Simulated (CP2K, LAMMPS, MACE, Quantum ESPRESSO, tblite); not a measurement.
# Pressure against volume in amorphous 82P2O5-18La2O3 (mol %) (73 atoms), tblite GFN1-xTB

Density of this cell: 3.04 g/cm³. The cell holds 73 atoms: 18 P, 4 La and 51 O. Cell: a = 10.171 Å, b = 10.171 Å, c = 10.171 Å, α = 90.0°, β = 90.0°, γ = 90.0°. 73 atoms (18 P, 4 Nd, 51 O) placed at random at 3.07 g/cm³, melted at 5000 K for 10 ps at fixed volume with the Morse and Coulomb pair potential with partial charges (Pedone, Malavasi, Menziani, Cormack and Segre, J. Phys. Chem. B 110, 11780 (2006)). Quenched from 5000 K to 300 K at 50 K/ps and fixed volume, held 10 ps at zero pressure, then minimised at fixed cell. Then Nd was replaced by La and the cell scaled by 1.011 (the potential has no terms for the new elements, so the cell is a start for a DFT relaxation). Then the atoms were relaxed with MACE MPA-0 medium in the fixed cell.

Calculated with tblite 0.8.0: tblite GFN1-xTB, tight binding with its own dispersion term; k-points Γ. The unchanged cell has V0 = 14.412 Å³ an atom and P0 = 0.268 GPa. It is scaled evenly, and MACE MPA-0 medium relaxes the atoms at each volume before the single point.

```
volume (Å³/atom)  pressure (GPa)
          13.547           1.606
          13.980          0.7806
          14.845         -0.2624
          15.277               ?
```

Task: Fit a second-order expansion in ln V to the rows given and extrapolate to the withheld row.

**Working.**

To second order in u = ln(V/V0), P = P0 − B u + ½ B B′ u², with B the bulk modulus at V0 and B′ its pressure derivative. So v = (P − P0)/u is a line in u, with intercept −B and slope ½ B B′.

```
         u   v (GPa)
-0.0618754  -21.6160
-0.0304592  -16.8159
 0.0295588  -17.9574
```

With n = 3: mean u = -0.0209253, mean v = -18.7965, Σ(u − ū)² = 0.0043165, Σ(u − ū)(v − v̄) = 0.13894. Slope b = 0.13894 / 0.0043165 = 32.188; intercept a = v̄ − b ū = -18.123.

So B = 18.1 GPa and B′ = 2b/B = 3.6. At the withheld volume u = 0.05827, v = a + b u = -16.25 GPa, and P = P0 + u v.

Prediction at 15.277: -0.6783 GPa. The run gave -0.4171 GPa, so the fit is low by 0.26 GPa (63 % of the value).

B′ = 3.6 rests on three points, and the miss at the fourth puts it in doubt. Among the rows given, the largest miss of the fit is at 13.547, by 0.093 GPa (4.6 % of the range of the table).

Limits: Static cells at zero temperature, with the cell shape held. The atoms follow MACE MPA-0 medium, not this level's own minimum.

[Logs are printed without paths, hosts, clocks, repeated set-up lines and the standing remarks that a program may print on its own settings, such as how far it seeks lower states.]

[Hosts, paths, dates, database ids (printed as entryN), source tags and the programs' standing remarks are cut or masked in the printed files.]
